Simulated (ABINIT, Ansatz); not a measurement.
# Osmium (P6_3/mmc): phonons by linear response

Aim: the phonon dispersion of Osmium (P6_3/mmc), checked by a second program.

Main program and level: ABINIT 10.8.3; DFT PBEsol, scalar-relativistic, plane waves, PseudoDojo norm-conserving pseudopotentials.

## Step 1: Starting point

The structure is hexagonal, space group P6_3/mmc (No. 194). Conventional cell: a = 2.734 Å, b = 2.734 Å, c = 4.320 Å, α = 90.00°, β = 90.00°, γ = 120.00°. Nearest to Os lie 12 Os at 2.68 to 2.73 Å.

Coordinates:

```cif
data_structure
_symmetry_space_group_name_H-M 'P 1'
_symmetry_Int_Tables_number 1
_cell_length_a 2.7341
_cell_length_b 2.7341
_cell_length_c 4.3197
_cell_angle_alpha 90.000
_cell_angle_beta 90.000
_cell_angle_gamma 120.000
_cell_volume 27.96
loop_
_atom_site_label
_atom_site_type_symbol
_atom_site_fract_x
_atom_site_fract_y
_atom_site_fract_z
_atom_site_occupancy
Os1 Os 0.33333 0.66667 0.25000 1
Os2 Os 0.66667 0.33333 0.75000 1
```

## Step 2: A first look

A first run with smearing and empty bands tells whether the crystal has a gap, which decides between fixed occupations and smearing later on.

Input file probe.abi:

```
# ground state
tolvrs 1.0d-08
prtden 1
prtwf 1

# basis, mesh and filling
ecut 33.0
ngkpt 9 9 4
nshiftk 1
shiftk 0.0 0.0 0.0
istwfk *1
occopt 7
tsmear 0.005
nband 24
nstep 100
diemac 9.0
prtebands 0
prtgsr 0

# cell and atoms
acell 3*1.0 Angstrom
rprim 
    2.7341 0.0 0.0
    -1.36705 2.367800057 0.0
    0.0 0.0 4.3197
ntypat 1
znucl 76
natom 2
typat 1 1
xred 
    1/3 2/3 0.25
    2/3 1/3 0.75
pp_dirpath "./pseudo"
pseudos "Os.upf"
```

Run with:

```
$ OMP_NUM_THREADS=1 mpirun -n 16 abinit probe.abi > probe.log
```

Numbers of over 12 decimals in the logs are rounded to 6 here.

probe.abo, the main output file:

```text
[banners, grids, parts of the stress and lines that vanish by symmetry left out]
- input  file    -> probe.abi
- output file    -> probe.abo
- root for input  files -> probei
[...]
Symmetries : space group P6_3/m m c (#194); Bravais hP (primitive hexag.)
[...]
mpw =        1743          nfft =       40500          nkpt =          36
[...]
== DATASET  1 ==================================================================
[...]
-    --> not optimal distribution: autoparal keyword recommended in input file <--
[...]
cutoff_energies: {ecut:  33.0, pawecutdg:  -1.0, }
[...]
ETOT  1  -202.23036527192    -2.022E+02 1.023E-01 4.722E+01
 ETOT  2  -202.32570658602    -9.534E-02 3.007E-02 1.441E+01
 ETOT  3  -202.32972220513    -4.016E-03 2.340E-03 1.424E-03
 ETOT  4  -202.32972406778    -1.863E-06 7.803E-04 4.572E-05
 ETOT  5  -202.32972407946    -1.168E-08 4.730E-04 1.863E-07
 ETOT  6  -202.32972407951    -4.619E-11 2.761E-04 4.071E-09
 At SCF step    6       vres2   =  4.07E-09 < tolvrs=  1.00E-08 =>converged.
[...]
sigma(1 1)=  1.26408671E-04  sigma(3 2)=  0.00000000E+00
  sigma(2 2)=  1.26408650E-04  sigma(3 1)=  0.00000000E+00
  sigma(3 3)=  1.48660614E-04  sigma(2 1)=  0.00000000E+00
[...]
convergence: {deltae: -4.619E-11, res2:  4.071E-09, residm:  2.761E-04, diffor: null, }
etotal    :  -2.02329724E+02
[...]
sigma(1 1)=  1.26408671E-04  sigma(3 2)=  0.00000000E+00
  sigma(2 2)=  1.26408650E-04  sigma(3 1)=  0.00000000E+00
  sigma(3 3)=  1.48660614E-04  sigma(2 1)=  0.00000000E+00
[...]
- sigma(1 1)=  3.71907149E+00  sigma(3 2)=  0.00000000E+00
- sigma(2 2)=  3.71907089E+00  sigma(3 1)=  0.00000000E+00
- sigma(3 3)=  4.37374627E+00  sigma(2 1)=  0.00000000E+00
[...]
fcart     -1.6676920238E-27 -2.8885273159E-27  6.7554865564E-26
           strten      1.2640867072E-04  1.2640865033E-04  1.4866061398E-04
================================================================================

[key lines of the parts left out:]
pressure_GPa:  -3.9373E+00
```

Wall time 4.8 s (16 MPI ranks of Arm Neoverse V2, shared host).

Numbers from this step:

```
volume per atom   : 13.98 Å³
pressure          : -3.937 GPa
gap on the k-mesh : 0 eV
```

No gap opens on this mesh, so smearing is kept; the printed pressure holds the stress of the finite basis too.

## Step 3: Relaxation

The harmonic expansion needs vanishing forces, and a free crystal bears no stress, so cell and atoms are brought to rest. Stress is more sensitive to the basis than forces are: the last 3 Ha under the cutoff are smoothed with ecutsm, and the cutoff is raised above that of the later runs.

Input file relax.abi:

```
# relaxation
ionmov 2
optcell 2
dilatmx 1.08
ntime 40
tolmxf 1.0d-05
tolvrs 1.0d-14
prtwf 0
prtden 0
chksymtnons 0

# basis, mesh and filling
ecut 41.0
ecutsm 3.0
ngkpt 12 12 6
nshiftk 1
shiftk 0.0 0.0 0.0
istwfk *1
occopt 7
tsmear 0.01
nband 24
nstep 100
diemac 1000000.0
prtebands 0
prtgsr 0

# cell and atoms
acell 3*1.0 Angstrom
rprim 
    2.7341 0.0 0.0
    -1.36705 2.367800057 0.0
    0.0 0.0 4.3197
ntypat 1
znucl 76
natom 2
typat 1 1
xred 
    1/3 2/3 0.25
    2/3 1/3 0.75
pp_dirpath "./pseudo"
pseudos "Os.upf"
```

Run with:

```
$ OMP_NUM_THREADS=1 mpirun -n 16 abinit relax.abi > relax.log
```

relax.abo, the main output file:

```text
[banners, grids, parts of the stress and lines that vanish by symmetry left out]
- input  file    -> relax.abi
- output file    -> relax.abo
- root for input  files -> relaxi
[...]
Symmetries : space group P6_3/m m c (#194); Bravais hP (primitive hexag.)
[...]
mpw =        3003          nfft =       69984          nkpt =          76
[...]
== DATASET  1 ==================================================================
[...]
cutoff_energies: {ecut:  41.0, pawecutdg:  -1.0, }
[...]
ETOT  1  -202.22550313719    -2.022E+02 1.287E-01 8.156E+01
 ETOT  2  -202.32635990122    -1.009E-01 1.590E-02 2.178E+01
 ETOT  3  -202.32991493665    -3.555E-03 4.838E-03 6.811E-03
 ETOT  4  -202.32991858448    -3.648E-06 3.318E-03 1.619E-04
 ETOT  5  -202.32991860892    -2.444E-08 3.569E-03 3.158E-06
[...]
At SCF step    9       vres2   =  2.95E-16 < tolvrs=  1.00E-14 =>converged.
[...]
sigma(1 1)=  1.15299087E-04  sigma(3 2)=  0.00000000E+00
  sigma(2 2)=  1.15299067E-04  sigma(3 1)=  0.00000000E+00
  sigma(3 3)=  8.36479909E-05  sigma(2 1)=  0.00000000E+00
[...]
convergence: {deltae: -1.705E-12, res2:  2.954E-16, residm:  1.583E-04, diffor: null, }
etotal    :  -2.02329919E+02
[...]
ETOT  1  -202.32917265023    -2.023E+02 5.385E+04 5.229E+00
[...]
At SCF step    8       vres2   =  2.88E-15 < tolvrs=  1.00E-14 =>converged.
[...]
sigma(1 1)= -2.44214622E-05  sigma(3 2)=  0.00000000E+00
  sigma(2 2)= -2.44214829E-05  sigma(3 1)=  0.00000000E+00
  sigma(3 3)= -4.60877858E-05  sigma(2 1)=  0.00000000E+00
[...]
convergence: {deltae: -2.842E-13, res2:  2.879E-15, residm:  2.114E+03, diffor: null, }
etotal    :  -2.02329988E+02
[...]
ETOT  1  -202.32995149344    -2.023E+02 3.046E-05 2.849E-01
[...]
At SCF step    8       vres2   =  2.23E-16 < tolvrs=  1.00E-14 =>converged.
[...]
sigma(1 1)=  2.52333556E-06  sigma(3 2)=  0.00000000E+00
  sigma(2 2)=  2.52331492E-06  sigma(3 1)=  0.00000000E+00
  sigma(3 3)= -5.73548788E-06  sigma(2 1)=  0.00000000E+00
[...]
convergence: {deltae: -5.684E-13, res2:  2.228E-16, residm:  7.725E-06, diffor: null, }
etotal    :  -2.02329995E+02
[...]
ETOT  1  -202.32999448244    -2.023E+02 6.037E-06 3.985E-03
[...]
At SCF step    7       vres2   =  2.01E-16 < tolvrs=  1.00E-14 =>converged.
[...]
sigma(1 1)=  1.13832109E-06  sigma(3 2)=  0.00000000E+00
  sigma(2 2)=  1.13830046E-06  sigma(3 1)=  0.00000000E+00
  sigma(3 3)= -1.17584298E-06  sigma(2 1)=  0.00000000E+00
[...]
convergence: {deltae: -1.421E-13, res2:  2.011E-16, residm:  2.155E-06, diffor: null, }
etotal    :  -2.02329995E+02
[...]
ETOT  1  -202.32999503964    -2.023E+02 1.743E-06 6.186E-04
[...]
ETOT  6  -202.32999514128    -6.253E-13 1.294E-06 3.744E-14
 ETOT  7  -202.32999514128     3.411E-13 3.384E-06 2.318E-16
 At SCF step    7       vres2   =  2.32E-16 < tolvrs=  1.00E-14 =>converged.
[...]
sigma(1 1)=  2.68253421E-08  sigma(3 2)=  0.00000000E+00
  sigma(2 2)=  2.68047047E-08  sigma(3 1)=  0.00000000E+00
  sigma(3 3)=  2.36062535E-08  sigma(2 1)=  0.00000000E+00
[...]
convergence: {deltae:  3.411E-13, res2:  2.318E-16, residm:  3.384E-06, diffor: null, }
etotal    :  -2.02329995E+02
[...]
At Broyd/MD step   5, gradients are converged :
[...]
sigma(1 1)=  2.68253421E-08  sigma(3 2)=  0.00000000E+00
  sigma(2 2)=  2.68047047E-08  sigma(3 1)=  0.00000000E+00
  sigma(3 3)=  2.36062535E-08  sigma(2 1)=  0.00000000E+00
[...]
- sigma(1 1)=  7.89228813E-04  sigma(3 2)=  0.00000000E+00
- sigma(2 2)=  7.88621639E-04  sigma(3 1)=  0.00000000E+00
- sigma(3 3)=  6.94519957E-04  sigma(2 1)=  0.00000000E+00
[...]
fcart     -1.6728071836E-27  9.6579567755E-28  5.1602933110E-31
           strten      2.6825342100E-08  2.6804704692E-08  2.3606253528E-08
================================================================================

[key lines of the parts left out:]
pressure_GPa:  -7.5746E-04
Total energy (etotal) [Ha]= -2.02329995141281E+02
```

Elapsed: 56 s, on 16 MPI ranks; 15 min of CPU time.

The steps of the relaxation:

```
step  energy less that of the first step (eV)  largest force (eV/Å)  volume (Å³)
   1                                   0.0000                0.0000        27.96
   2                                  -0.0019                0.0000        27.70
   3                                  -0.0021                0.0000        27.76
   4                                  -0.0021                0.0000        27.76
   5                                  -0.0021                0.0000        27.76
```

```
conventional cell, symmetrised  before  after  change
                         a (Å)   2.734  2.726  -0.3 %
                         b (Å)   2.734  2.726  -0.3 %
                         c (Å)   4.320  4.314  -0.1 %
              volume (Å³/atom)   13.98  13.88  -0.7 %
```

The relaxed structure:

```xyz
2
Lattice="2.7257 0.0000 0.0000 -1.3629 2.3606 0.0000 0.0000 0.0000 4.3145" Properties=species:S:1:pos:R:3 pbc="T T T"
Os    0.0000    1.5737    1.0786
Os    1.3629    0.7869    3.2358
```

Numbers from this step:

* volume per atom: 13.88 Å³
* pressure: -7.57e-4 GPa

The volume changes by -0.7 % in this run and stands -0.7 % from the first cell.

## Step 4: Self-consistent run for the response

The response is built on these wavefunctions, so the potential is converged far more tightly than an energy would need. Smearing stays on, as the first look found no gap above 0.3 eV.

Input file gs.abi:

```
# ground state
tolvrs 1.0d-16
prtden 1
prtwf 1

# basis, mesh and filling
ecut 33.0
ngkpt 12 12 6
nshiftk 1
shiftk 0.0 0.0 0.0
istwfk *1
occopt 7
tsmear 0.01
nband 24
nstep 100
diemac 1000000.0
prtebands 0
prtgsr 0

# cell and atoms
acell 3*1.0 Angstrom
rprim 
    2.725739589 0.0 0.0
    -1.362869795 2.360559729 0.0
    0.0 0.0 4.314454635
ntypat 1
znucl 76
natom 2
typat 1 1
xred 
    1/3 2/3 0.25
    2/3 1/3 0.75
pp_dirpath "./pseudo"
pseudos "Os.upf"
```

Run with:

```
$ OMP_NUM_THREADS=1 mpirun -n 16 abinit gs.abi > gs.log
```

gs.abo, the main output file:

```text
[banners, grids, parts of the stress and lines that vanish by symmetry left out]
- input  file    -> gs.abi
- output file    -> gs.abo
- root for input  files -> gsi
[...]
Symmetries : space group P6_3/m m c (#194); Bravais hP (primitive hexag.)
[...]
mpw =        1731          nfft =       40500          nkpt =          76
[...]
== DATASET  1 ==================================================================
[...]
cutoff_energies: {ecut:  33.0, pawecutdg:  -1.0, }
[...]
ETOT  1  -202.23307229886    -2.022E+02 1.235E-01 4.610E+01
 ETOT  2  -202.32640078640    -9.333E-02 2.548E-02 1.189E+01
 ETOT  3  -202.32972679529    -3.326E-03 3.443E-03 1.996E-03
 ETOT  4  -202.32972874688    -1.952E-06 2.366E-03 7.057E-05
 ETOT  5  -202.32972876478    -1.789E-08 1.543E-03 6.764E-07
[...]
ETOT  9  -202.32972876499    -7.958E-13 4.104E-04 1.623E-16
 ETOT 10  -202.32972876499     9.379E-13 2.825E-04 3.579E-19
 At SCF step   10       vres2   =  3.58E-19 < tolvrs=  1.00E-16 =>converged.
[...]
sigma(1 1)=  2.38553976E-05  sigma(3 2)=  0.00000000E+00
  sigma(2 2)=  2.38553643E-05  sigma(3 1)=  0.00000000E+00
  sigma(3 3)=  2.42110336E-05  sigma(2 1)=  1.00937732E-11
[...]
convergence: {deltae:  9.379E-13, res2:  3.579E-19, residm:  2.825E-04, diffor: null, }
etotal    :  -2.02329729E+02
[...]
sigma(1 1)=  2.38553976E-05  sigma(3 2)=  0.00000000E+00
  sigma(2 2)=  2.38553643E-05  sigma(3 1)=  0.00000000E+00
  sigma(3 3)=  2.42110336E-05  sigma(2 1)=  1.00937732E-11
[...]
- sigma(1 1)=  7.01850029E-01  sigma(3 2)=  0.00000000E+00
- sigma(2 2)=  7.01849049E-01  sigma(3 1)=  0.00000000E+00
- sigma(3 3)=  7.12313200E-01  sigma(2 1)=  2.96969059E-07
[...]
fcart     -2.5092107738E-27 -1.1106650284E-26 -0.0000000000E+00
           strten      2.3855397612E-05  2.3855364301E-05  2.4211033568E-05
================================================================================

[key lines of the parts left out:]
pressure_GPa:  -7.0534E-01
```

The job ended after 9.6 s (16 MPI ranks).

This step gave:

```yaml
pressure: -0.7053 GPa
```

The cell stands at -0.71 GPa: the relaxation ran with a smoothed and higher cutoff, and the difference is a stress of the finite basis.

(Continued in part 2 of 4.)

[Host names and launcher messages were left out of these logs when they were recorded.]

[Logs are printed without paths, hosts, clocks, repeated set-up lines and the standing remarks that a program may print on its own settings, such as how far it seeks lower states.]

[Hosts, paths, dates, database ids (printed as entryN), source tags and the programs' standing remarks are cut or masked in the printed files.]
